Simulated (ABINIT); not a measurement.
Records of electronic-structure calculations.

### A GW chain in ABINIT: BN (P6_3mc)

Symmetry: P6_3mc, No. 186, hexagonal system. The conventional cell has a = 2.536 Å, b = 2.536 Å, c = 4.199 Å, α = 90.00°, β = 90.00°, γ = 120.00°. B has 4 N at 1.56 to 1.57 Å nearest. Nearest to N lie 4 B at 1.56 to 1.57 Å. Farther neighbours, and contacts between anions beyond the nearest, are not listed.

```xyz
4
Lattice="2.5360 0.0000 0.0000 -1.2680 2.1962 0.0000 0.0000 0.0000 4.1990" Properties=species:S:1:pos:R:3 pbc="T T T"
B     1.2680    0.7321    0.0000
B     0.0000    1.4642    2.0995
N     1.2680    0.7321    1.5746
N     0.0000    1.4642    3.6741
```

```
method               : RPA screening on LDA, plane waves, norm-conserving pseudopotentials (and 2 further levels or steps)
program              : ABINIT 10.8.3
settings             : cutoff 36 Ha, PseudoDojo scalar-relativistic 0.4.1 standard, norm-conserving, potential set dojo-sr-lda-0.4.1-standard, ngkpt (6, 6, 4), nband 601, ecuteps 22 Ha, inclvkb 2, shiftk (0, 0, 0), symchi 1, awtr 1, frequency ppm, 6×6×4 k-mesh
cost                 : 5 runs, 66 min in all on 8 MPI ranks of Arm Neoverse V1, shared host
notes                : The database entry behind the starting cell has ideal inner coordinates that were not refined. The program’s warnings: nkpt*nsppol () is not a multiple of nproc spkpt (). The cell and positions come from the Crystallography Open Database and are kept as given unless a step says otherwise. This is not the form that BN usually takes at ambient conditions. The 6×6×4 mesh is coarse for this cell, which bears on the long-range parts of exchange and screening.
LDA gap              : 5.05 eV, indirect
G0W0 gap on the mesh : 7.13 eV
GW settings          : 6×6×4 mesh, 601 bands, screening to 598.7 eV, Godby-Needs plasmon pole
known limits         : short of the basis limit; coarse k mesh
```

G0W0 moves the gap on the mesh from 5.05 eV to 7.13 eV (+2.08 eV), with Z of 0.82 and 0.86 at the edges. Local fields lower the RPA ε∞ on this mesh from 4.74 to 4.38; a Γ-centred mesh this coarse tends to raise both, most where the direct gap is narrow, while a short band sum lowers them.

[Long decimals in the printed logs are rounded to 6 places.]

[Logs are printed without paths, hosts, clocks, repeated set-up lines and the standing remarks that a program may print on its own settings, such as how far it seeks lower states.]

[Paths, hosts, dates, memory and timing lines, banners, echoed tables and standing remarks are left out of the program output; an Ansatz launch command may be rebuilt from the run's recorded settings. Measured values are a selection of at most five: reports struck by readers or far from the other reports are left out. None is set beside runs whose start may be inverted or whose files or cutoffs have a known fault.]

[Runs of the session that timed out or met a known fault of the program may be left out.]

[Hosts, paths, dates, database ids (printed as entryN), source tags and the programs' standing remarks are cut or masked in the printed files.]

[G0W0 gaps are taken among the corrected bands and points alone; a level outside them can change the order at an edge.]

[Where Ansatz stands beside ABINIT at settings called matched, ABINIT's density can come from a denser mesh and the files from another edition; pairs whose starting gaps differed by over 0.03 eV were left out, so agreement reads better than it is.]
